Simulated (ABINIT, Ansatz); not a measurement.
# KRb2ScF6 (Fm-3m): G0W0 on several meshes in ABINIT, part 2 of 2

Wanted: mesh dependence and cost of G0W0 for KRb2ScF6 (Fm-3m).

ABINIT 10.8.3; LDA and many-body steps on it, plane waves. Known limits of the many-body steps: not at the basis limit; no spin-orbit coupling; coarse k mesh.

So far. Step 4 (2×2×2): The gap on the mesh goes from 6.25 eV to 9.83 eV, a correction of +3.58 eV. Step 5 (Empty states on the mesh, 4×4×4 mesh, 211 bands): On this mesh the gap is 6.248 eV.

### Step 7. 4×4×4

This step: G0W0 on LDA, plane waves, norm-conserving pseudopotentials.

Contents of run.abi:

```
acell 3*1.0 Angstrom
rprim 
  0.000000000000 4.509500000000 4.509500000000
  4.509500000000 0.000000000000 4.509500000000
  4.509500000000 4.509500000000 0.000000000000
ntypat 4
znucl 19 37 21 9
natom 10
typat 1 2 2 3 4 4 4 4 4 4
xred 
  0.500000000000 0.500000000000 0.500000000000
  0.250000000000 0.250000000000 0.250000000000
  0.750000000000 0.750000000000 0.750000000000
  0.000000000000 -0.000000000000 0.000000000000
  0.780000000000 0.220000000000 0.220000000000
  0.220000000000 0.780000000000 0.220000000000
  0.220000000000 0.780000000000 0.780000000000
  0.780000000000 0.220000000000 0.780000000000
  0.220000000000 0.220000000000 0.780000000000
  0.780000000000 0.780000000000 0.220000000000
pp_dirpath "pseudos"
pseudos "K.upf, Rb.upf, Sc.upf, F.upf"
ecut 36
ngkpt 4 4 4
nshiftk 1
shiftk 0 0 0
kptopt 1
chksymbreak 0
istwfk *1
occopt 1
irdwfk 1
optdriver 4
nband 193
gwcalctyp 0
ecutsigx 36
symsigma 1
nkptgw 1
kptgw 
  0.0000000000 0.0000000000 0.0000000000
bdgw 
  38 44
ecuteps 5.2
irdscr 1
ppmodel 1
indata_prefix "in"
outdata_prefix "out"
tmpdata_prefix "tmp"
```

Run with:

```bash
OMP_NUM_THREADS=1 mpirun -n 8 abinit run.abi > log
```

Numbers of over 12 decimals in the logs are rounded to 6 here.

What it wrote:

```text
.Version 10.8.3 of ABINIT. v10.8.2 released Aug 2026.

 Symmetries : space group Fm -3 m (#225); Bravais cF (face-center cubic)
[... echo of the input left out ...]
== DATASET  1 ==================================================================
-   mpi_nproc: 8, omp_nthreads: 1 (-1 if OMP is not activated)

--- !DatasetInfo
iteration_state: {dtset: 1, }
dimensions: {natom: 10, nkpt: 8, mband: 193, nsppol: 1, nspinor: 1, nspden: 1, mpw: 12782, }
cutoff_energies: {ecut:  36.0, pawecutdg:  -1.0, }
electrons: {nelect:   8.00000000E+01, charge:   0.00000000E+00, occopt:   1.00000000E+00, tsmear:   1.00000000E-02, }

 SIGMA: Calculation of the GW corrections

 Based on a program developped by R.W. Godby, V. Olevano, G. Onida, and L. Reining.
 Incorporated in ABINIT by V. Olevano, G.-M. Rignanese, and M. Torrent.
.Using double precision arithmetic ; gwpc =  8

[... cell and pseudopotentials left out ...]
--------------------------------------------------------------------------------

 ==== K-mesh for the wavefunctions ====
 Number of points in the irreducible wedge :     8
[... list of points left out ...]
 Together with 48 symmetry operations and time-reversal symmetry
 yields    64 points in the full Brillouin Zone.

 ==== Q-mesh for screening function ====
 Number of points in the irreducible wedge :     8
[... list of points left out ...]
 Together with 48 symmetry operations and time-reversal symmetry
 yields    64 points in the full Brillouin Zone.

 vcoul_init : cutoff-mode = AUXILIARY_FUNCTION
 q-points for optical limit:   1
     1)      0.000010    0.000020    0.000030
 setmesh: FFT mesh size selected  =    72x   72x   72
          total number of points  =       373248

 Number of electrons calculated from density =   80.0000; Expected =   80.0000
[...]
number of q-points in BZ                           64
 number of frequencies for dSigma/dE                 9
 frequency step for dSigma/dE [eV]                0.25
 number of omega for Sigma on real axis              0
 max omega for Sigma on real axis  [eV]           0.00
 zcut for avoiding poles [eV]                     0.10

 EPSILON^-1 parameters (SCR file):
 dimension of the eps^-1 matrix on file            725
 dimension of the eps^-1 matrix used               725
 number of plane-waves for wavefunctions         12675
 number of bands                                   193
 number of q-points in IBZ                           8
 number of frequencies                               2
 number of real frequencies                          1
 number of imag frequencies                          1

 matrix elements of self-energy operator (all in [eV])

 Perturbative Calculation

--- !SelfEnergy_ee
iteration_state: {dtset: 1, }
kpoint     : [   0.000,    0.000,    0.000, ]
spin       : 1
KS_gap     :    6.248
QP_gap     :    9.966
Delta_QP_KS:    3.718
data: !SigmaeeData |
     Band     E0 <VxcDFT>   SigX SigC(E0)      Z dSigC/dE  Sig(E)    E-E0       E
       38  -1.466 -22.166 -29.992   5.370   0.797  -0.254 -24.124  -1.958  -3.424
       39  -1.466 -22.166 -29.992   5.370   0.797  -0.254 -24.124  -1.958  -3.424
       40  -1.466 -22.166 -29.992   5.370   0.797  -0.254 -24.124  -1.958  -3.424
       41   4.782  -8.793  -4.128  -2.694   0.893  -0.120  -7.033   1.760   6.542
       42   6.042 -17.944  -9.863  -3.767   0.833  -0.201 -14.351   3.593   9.635
       43   6.042 -17.944  -9.863  -3.767   0.833  -0.201 -14.351   3.593   9.635
       44   6.042 -17.944  -9.863  -3.767   0.833  -0.201 -14.351   3.593   9.635

== END DATASET(S) ==============================================================
================================================================================

 -outvars: echo values of variables after computation  --------
           etotal      0.0000000000E+00
            nband         193
             nkpt           8
          spgroup         225
 [... the other variables as echoed above ...]

 Calculation completed.
```

It took 33 s on 8 MPI ranks of Intel Xeon 6975P-C (Granite Rapids), shared host; peak memory 7.2 GiB.

Numbers from this step:

```yaml
g0w0_gap_on_the_points_computed: 9.966 eV
starting_gap_on_the_mesh: 6.248 eV
k_of_the_valence_top: 0, 0, 0
k_of_the_conduction_bottom: 0, 0, 0
z_at_the_valence_top: 0.797
z_at_the_conduction_bottom: 0.893
least_direct_g0w0_gap_on_the_computed_points: 9.966 eV
```

Against G0W0 in ABINIT (2×2×2 mesh, 193 bands, screening to 141.5 eV, Godby-Needs plasmon pole), the gap moves by +0.139 eV.

### Step 8. The runs together

Times are wall times on 8 MPI ranks of Intel Xeon 6975P-C (Granite Rapids), shared host, good to a factor of about two. A run's time includes the screening step that it read.

```csv
run,mesh,bands,screening cutoff (eV),DFT gap (eV),gap on the mesh (eV),direct (eV),ε∞ used,time
2×2×2,2×2×2,193,141.5,6.248,9.827,9.827,2.08,72 s
4×4×4,4×4×4,193,141.5,6.248,9.966,9.966,2.07,6.4 min
```

### Step 9. Results

```json
{
  "2×2×2": "9.827 eV",
  "4×4×4": "9.966 eV",
  "known limits": "not at the basis limit; no spin-orbit coupling; coarse k mesh"
}
```

In words: 4×4×4: +0.139 eV against 2×2×2. Bands and cutoff are finite, so the gap is not at the basis limit. The miss can reach some tenths of an eV and take either sign; the mesh is an error of its own. In the G0W0 runs levels were corrected at 1 k point alone, so a gap called «on the mesh» is the least over those, and an edge elsewhere would be missed. The 2×2×2 mesh is coarse for this cell, which bears on the long-range parts of exchange and screening. The many-body steps are scalar-relativistic: spin-orbit coupling is not in them.

[Paths, hosts, dates, memory and timing lines, banners, echoed tables and standing remarks are left out of the program output.]

[Logs are printed without paths, hosts, clocks, repeated set-up lines and the standing remarks that a program may print on its own settings, such as how far it seeks lower states.]

[Runs of the session that timed out or met a known fault of the program may be left out.]

[Hosts, paths, dates, database ids (printed as entryN), source tags and the programs' standing remarks are cut or masked in the printed files.]

[G0W0 gaps are taken among the corrected bands and points alone; a level outside them can change the order at an edge.]

[Where Ansatz stands beside ABINIT at settings called matched, ABINIT's density can come from a denser mesh and the files from another edition; pairs whose starting gaps differed by over 0.03 eV were left out, so agreement reads better than it is.]
